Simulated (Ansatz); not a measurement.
**What do other settings change for random rock-salt alloy of CaS and PbS (64 atoms)?**

The cell holds 64 atoms: 12 Pb, 32 S and 20 Ca. Its edges and angles: a = 11.565 Å, b = 11.565 Å, c = 11.565 Å, α = 90.0°, β = 90.0°, γ = 90.0°. It derives from CaS (rock-salt) and PbS, repeated 2×2×2. Rock-salt CaS, 2 x 2 x 2 conventional cells, 12 of 32 Ca sites given to Pb at random (x = 0.375), lattice by Vegard's rule (a = 5.782 Å); not relaxed, displaced by a Gaussian of 0.02 Å.

Geometry: as built.

Reference run: Kohn-Sham DFT, RPBE, PAW (set soft_2), plane waves (Ansatz 0.2.0), cutoff 420 eV, k-mesh 3×3×3, gaussian smearing of 0.05 eV.

| Property | Result |
| --- | --- |
| r.m.s. force component | 0.2931 eV/Å |
| pressure | 4.188 GPa |
| gap (highest filled to lowest empty level) | 1.893 eV |
| SCF cycles | 8 |
| time | 10 s on 1 × NVIDIA H100 80GB HBM3 with 5 threads of AMD EPYC 7R13 (Zen 3), shared host |

**Question.** The cell is repeated and solved at Γ. How do error, time and memory go?
- plane waves, 64 atoms (1×1×1)
- support functions, 64 atoms (1×1×1)
- plane waves, 512 atoms (2×2×2)
- support functions, 512 atoms (2×2×2)
- support functions, 1728 atoms (3×3×3)

Differences are against the typed cell on a 3×3×3 mesh, which samples like Γ on 1728 atoms (r.m.s. force component 0.293 eV/Å, gap 1.89 eV). Every repeated cell is solved at Γ, and forces are averaged over the copies of each atom. Hardware: 1 × NVIDIA H100 80GB HBM3 with 5 threads of AMD EPYC 7R13 (Zen 3), shared host.

```
atoms  repeats              basis  Δ force, r.m.s. (meV/Å)  Δ energy (meV/atom)  less plane waves of the same size (meV/atom)  gap (eV)  spread among copies (meV/Å)  SCF cycles   time  host memory (GiB)
   64    1×1×1        plane waves                     40.9                 16.8                                             -                       -                            -           8  1.9 s                1.2
   64    1×1×1  support functions                     40.9                 16.4                                         -0.42                    1.90                            -          15  4.5 s                1.1
  512    2×2×2        plane waves                     4.09                 3.38                                             -                       -                            0           8   24 s                2.6
  512    2×2×2  support functions                     4.17                 2.96                                         -0.42                    1.88                        0.049          12   18 s                2.7
 1728    3×3×3  support functions                     0.53               -0.419                                             -                    1.89                        0.046          14   89 s                7.5
```

Repeating the cell at Γ samples more k-points: in plane waves the energy difference from the dense mesh goes from 16.8 meV/atom at 64 atoms to 3.38 at 512, and the force difference from 41 to 4.1 meV/Å. With plane waves, the time grows as the 1.2 power of the atom count between the two largest sizes, 64 and 512 atoms. The smaller run is short enough for fixed overheads to flatten this slope. With support functions, the time grows as the 1.3 power of the atom count between the two largest sizes, 512 and 1728 atoms. At equal size the support functions lie 0.42 meV/atom below plane waves, likely because their grid holds more waves than 420 eV; no run tests this. Support functions take 2.3 times the time of plane waves at 64 atoms and 0.75 times at 512, so the crossover lies within the series. Each time is a single run, so ratios and crossover are rough. The bases also began from different starting densities. At the largest size the support functions' forces differ from the reference by 0.18 % of the r.m.s. force, where they sample the same k-points.

[Logs are printed without paths, hosts, clocks, repeated set-up lines and the standing remarks that a program may print on its own settings, such as how far it seeks lower states.]

[Hosts, paths, dates, database ids (printed as entryN), source tags and the programs' standing remarks are cut or masked in the printed files.]
